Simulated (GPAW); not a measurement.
# The basis that the transmission of C2 in line between two Au chains needs, part 2 of 2

Aim: T(E), conductance and thermopower of C2 in line between two Au chains, and what cheaper settings cost in accuracy.

GPAW 26.7.0; GPAW LCAO, PAW setups; Landauer transmission from Green's functions with principal layers (ASE), zero bias.

So far, transmission at the Fermi level (one spin): step 2 (GPAW, dzp, PBE, GPAW) 0.246; step 3 (basis szp(dzp), PBE, GPAW) 0.251; step 4 (basis sz(dzp), PBE, GPAW) 0.254; step 5 (LDA) 0.221.

### 8. Mixing 0.25, potential alignment off: beta = 0.25, nmaxold = 5, align = false and h = 0.14

Mixing changes the road to self-consistency, not its end. The mixing history changes the road to self-consistency, not its end. Without the shift, lead and junction are matched by their Fermi levels alone. The real-space grid carries density and potential; a coarse one breaks translation symmetry along the lead and scatters electrons that should pass.

This step: GPAW LCAO, PAW setups; Landauer transmission from Green's functions with principal layers (ASE), zero bias (GPAW 26.7.0).

run.py reads:

```python
import json
import numpy as np
from ase import Atoms
from ase.transport.calculators import TransportCalculator
from gpaw import GPAW, FermiDirac
from gpaw.lcao.tools import get_lcao_hamiltonian
from scipy.linalg import eigh

# The junction with lead layers at both ends, along the third cell vector
device = Atoms(
    ['Au', 'Au', 'Au', 'Au', 'Au', 'C', 'C', 'Au', 'Au', 'Au', 'Au', 'Au'],
    positions=[
        [4.50000, 4.50000, 1.30000],
        [4.50000, 4.50000, 3.90000],
        [4.50000, 4.50000, 6.50000],
        [4.50000, 4.50000, 9.10000],
        [4.50000, 4.50000, 11.70000],
        [4.50000, 4.50000, 13.63910],
        [4.50000, 4.50000, 14.87910],
        [4.50000, 4.50000, 16.81820],
        [4.50000, 4.50000, 19.41820],
        [4.50000, 4.50000, 22.01820],
        [4.50000, 4.50000, 24.61820],
        [4.50000, 4.50000, 27.21820]],
    cell=[[9.0, 0.0, 0.0], [0.0, 9.0, 0.0], [0.0, 0.0, 28.5182]],
    pbc=True)

# One principal layer of the lead: the first 3 atoms of the device
lead = Atoms(
    ['Au', 'Au', 'Au'],
    positions=[
        [4.50000, 4.50000, 1.30000],
        [4.50000, 4.50000, 3.90000],
        [4.50000, 4.50000, 6.50000]],
    cell=[[9.0, 0.0, 0.0], [0.0, 9.0, 0.0], [0.0, 0.0, 7.8]],
    pbc=True)

settings = dict(mode='lcao', basis='dzp', xc='PBE', h=0.14,
                occupations=FermiDirac(0.1), maxiter=250,
                mixer=dict(beta=0.25, nmaxold=5, weight=100.0),
                convergence=dict(density=0.0001))
energies = np.arange(-2, 2 + 1e-9, 0.05)
eta = 0.0001
n1, n2 = 1, 1
# k and -k transmit alike, so half of the mesh across the current serves
mesh = [(i, j) for i in range(n1) for j in range(n2) if (i, j) <= (-i % n1, -j % n2)]
weights = np.array([1 if (i, j) == (-i % n1, -j % n2) else 2 for i, j in mesh]) / (n1 * n2)

# [... helper functions left out ...]
fermi_lead = ground_state(lead, (1, 1, 15), 'lead.txt')
fermi_device = ground_state(device, (1, 1, 3), 'device.txt')
# [... loop over the mesh left out, but for ...]
        # Lead and device are aligned by their Fermi levels alone
        shift = 0.0
# [...]
kT = 8.617333e-5 * 300
bias = [0.1, 0.2, 0.5, 1.0, 1.5, 2.0]
# [... integrals and printing left out ...]
```

On the command line:

```sh
> OMP_NUM_THREADS=1 OPENBLAS_NUM_THREADS=1 python run.py
```

The program printed:

```text
basis functions: device 176, principal layer 45
Fermi level: lead -4.6463 eV, device -4.7646 eV; lead shifted by 0.0000 eV
largest coupling past the next layer 2.46e-07 eV, largest misfit of the first layer 0.099 eV
  E-E_F (eV)   T (one spin)  [channel counts left out]
    -2.000    4.6209e-01
    -1.950    4.5019e-01
    -1.900    4.4593e-01
    -1.850    4.4920e-01
    -1.800    4.6000e-01
    -1.750    4.7858e-01
    -1.700    5.0543e-01
    -1.650    5.4127e-01
    -1.600    5.8705e-01
    -1.550    6.4400e-01
    -1.500    7.1375e-01
    -1.450    7.9919e-01
    -1.400    9.0690e-01
    -1.350    1.0547e+00
    -1.300    1.2938e+00
    -1.250    1.6684e+00
[...]
1.650    6.5902e-02
     1.700    6.5467e-02
     1.750    6.5077e-02
     1.800    6.4729e-02
     1.850    6.4420e-02
     1.900    6.4148e-02
     1.950    6.3908e-02
     2.000    6.3700e-02
conductance at 300 K: 0.25591 G0 a cell; thermopower 27.82 uV/K
current from the zero-bias T(E) at 0.1 V: 2.0208 uA
current from the zero-bias T(E) at 0.2 V: 4.3954 uA
current from the zero-bias T(E) at 0.5 V: 17.959 uA
current from the zero-bias T(E) at 1.0 V: 39.894 uA
current from the zero-bias T(E) at 1.5 V: 55.443 uA
current from the zero-bias T(E) at 2.0 V: 75.748 uA
```

Run time: 95 s. Hardware: 1 thread of Arm Neoverse V2, shared host; peak memory 2.3 GiB.

This step gave:

```yaml
conductance: 0.2559 G₀
largest_coupling_past_the_next_principal_layer: 2.46e-7 eV
largest_misfit_of_the_first_principal_layer: 0.09851 eV
shift_that_aligns_the_lead: 0 eV
transmission_at_the_fermi_level_one_spin: 0.2483
```

One spin. Table of transmission, zone mean by energy, zero at the Fermi level:

```csv
energy (eV),"transmission, zone mean"
-2.00,0.462
-1.90,0.446
-1.80,0.460
-1.70,0.505
-1.55,0.644
-1.45,0.799
-1.35,1.05
-1.25,1.67
-1.15,0.980
-1.05,1.26
-0.90,1.02
-0.80,0.795
-0.70,0.679
-0.60,0.672
-0.50,0.765
-0.40,0.952
-0.25,1.25
-0.20,1.28
-0.15,1.17
-0.05,0.278
0.00,0.248
0.05,0.222
0.15,0.181
0.25,0.151
0.40,0.122
0.50,0.110
0.60,0.0999
0.70,0.0925
0.80,0.0867
0.90,0.0820
1.05,0.0766
1.15,0.0739
1.25,0.0716
1.35,0.0697
1.45,0.0682
1.55,0.0669
1.70,0.0655
1.80,0.0647
1.90,0.0641
2.00,0.0637
```

Not self-consistent under bias; the bias window is split evenly. The current through one cell, from the zero-bias transmission by bias:

```csv
bias (V),"current through one cell, from the zero-bias transmission (μA)"
0.100,2.02
0.200,4.40
0.500,18.0
1.000,39.9
1.500,55.4
2.000,75.7
```

Table of transmission of the three most open eigenchannels by energy, zero at the Fermi level:

```csv
energy (eV),channel 1,channel 2,channel 3
-2.000,0.168,0.168,0.126
-1.800,0.155,0.155,0.149
-1.600,0.197,0.197,0.194
-1.400,0.333,0.287,0.287
-1.200,0.407,0.358,0.358
-1.000,0.560,0.332,0.332
-0.800,0.267,0.267,0.261
-0.600,0.251,0.251,0.169
-0.400,0.322,0.322,0.309
-0.200,0.456,0.456,0.367
0.000,0.248,4.4e-10,4.4e-10
0.200,0.165,0,0
0.400,0.122,0,0
0.600,0.0999,0,0
0.800,0.0867,0,0
1.000,0.0782,0,0
1.200,0.0727,0,0
1.400,0.0689,0,0
1.600,0.0664,0,0
1.800,0.0647,0,0
2.000,0.0637,0,0
```

The conductance, 0.256 G₀, lies 0.8 % above that of the dzp run.

### 9. Another change of settings

A last run, with other settings again.

run.py, as its differences from that of step 8:

```diff
@@ -37,8 +37,8 @@
 
-settings = dict(mode='lcao', basis='dzp', xc='PBE', h=0.14,
-                occupations=FermiDirac(0.1), maxiter=250,
-                mixer=dict(beta=0.25, nmaxold=5, weight=100.0),
+settings = dict(mode='lcao', basis='dzp', xc='PBE', h=0.2,
+                occupations=FermiDirac(0.1), maxiter=60,
+                mixer=dict(beta=0.1, nmaxold=8, weight=100.0),
                 convergence=dict(density=0.0001))
 energies = np.arange(-2, 2 + 1e-9, 0.05)
-eta = 0.0001
+eta = 0.2
 n1, n2 = 1, 1
@@ -52,4 +52,4 @@
 # [... loop over the mesh left out, but for ...]
-        # Lead and device are aligned by their Fermi levels alone
-        shift = 0.0
+        # Shift the lead onto the potential of the device's first layer
+        shift = ((H[:, 0, 0] - H0[:, 0, 0]) / S0[0, 0]).real.mean()
 # [...]
```

The program printed:

```text
basis functions: device 176, principal layer 45
Fermi level: lead -4.6464 eV, device -4.7645 eV; lead shifted by -0.0158 eV
largest coupling past the next layer 2.46e-07 eV, largest misfit of the first layer 0.114 eV
  E-E_F (eV)   T (one spin)  [channel counts left out]
    -2.000    4.5994e-02
    -1.950    4.7197e-02
    -1.900    4.8448e-02
    -1.850    4.9770e-02
    -1.800    5.1177e-02
    -1.750    5.2671e-02
    -1.700    5.4244e-02
    -1.650    5.5867e-02
    -1.600    5.7483e-02
    -1.550    5.8999e-02
    -1.500    6.0263e-02
    -1.450    6.1053e-02
    -1.400    6.1068e-02
    -1.350    5.9987e-02
    -1.300    5.7631e-02
    -1.250    5.4233e-02
[...]
1.650    2.6360e-02
     1.700    2.6388e-02
     1.750    2.6425e-02
     1.800    2.6470e-02
     1.850    2.6523e-02
     1.900    2.6585e-02
     1.950    2.6654e-02
     2.000    2.6731e-02
conductance at 300 K: 0.021163 G0 a cell; thermopower -10.19 uV/K
current from the zero-bias T(E) at 0.1 V: 0.16377 uA
current from the zero-bias T(E) at 0.2 V: 0.32648 uA
current from the zero-bias T(E) at 0.5 V: 0.80639 uA
current from the zero-bias T(E) at 1.0 V: 1.6267 uA
current from the zero-bias T(E) at 1.5 V: 2.5611 uA
current from the zero-bias T(E) at 2.0 V: 3.7016 uA
```

Elapsed: 32 s, on 1 thread; peak memory 0.94 GiB.

The run finished. A setting was moved off its sound value on purpose, so it serves as a test and not as the result.

The fault put into the input: a broadening of tenths of an eV (eta = 0.2).

Side by side:

```csv
quantity,this run,sound run,difference
conductance (G₀),0.021163,0.25377,-0.233
transmission at the Fermi level (one spin),0.021262,0.24599,-0.225
```

The two runs differ clearly in the conductance: 0.0212 G₀ against 0.254 G₀.

### 10. What came out

| Property | Result |
| --- | --- |
| conductance | 0.254 G₀ |
| transmission at the Fermi level, mean of the spins | 0.246 |

What this shows: In the dzp basis the junction conducts 0.254 G₀ at 300 K, with T = 0.246 a spin at the Fermi level; no smaller basis tried comes within 10 % of that conductance. At the Fermi level one eigenchannel carries the current (0.25). Measured against the first run (dzp), the nearest curve is that of dzp-LDA (r.m.s. 0.049) and the farthest that of sz (0.43). Over the compared runs wall time goes from 24 s (sz) to 34 s (dzp), on a shared host. The geometry was built from estimated bond lengths and not relaxed, so the numbers describe this model structure. Spin-orbit coupling is left out, which matters for the heavy atoms here. An evenly spaced straight chain is an idealisation: free chains tend to dimerise, zigzag or, where a band edge lies near the Fermi level, turn magnetic. The currents use the zero-bias T(E) throughout, which holds only while the bias is small against the distance to the nearest feature. Within about eight thermal energies of the Fermi level ln T(E) bends sharply from one computed energy to the next, or the lead's channel count changes, so the thermal averages, above all the thermopower, rest on an interpolation that may be rough.

[Logs are printed without paths, hosts, clocks, repeated set-up lines and the standing remarks that a program may print on its own settings, such as how far it seeks lower states.]

[Hosts, paths, dates, database ids (printed as entryN), source tags and the programs' standing remarks are cut or masked in the printed files.]
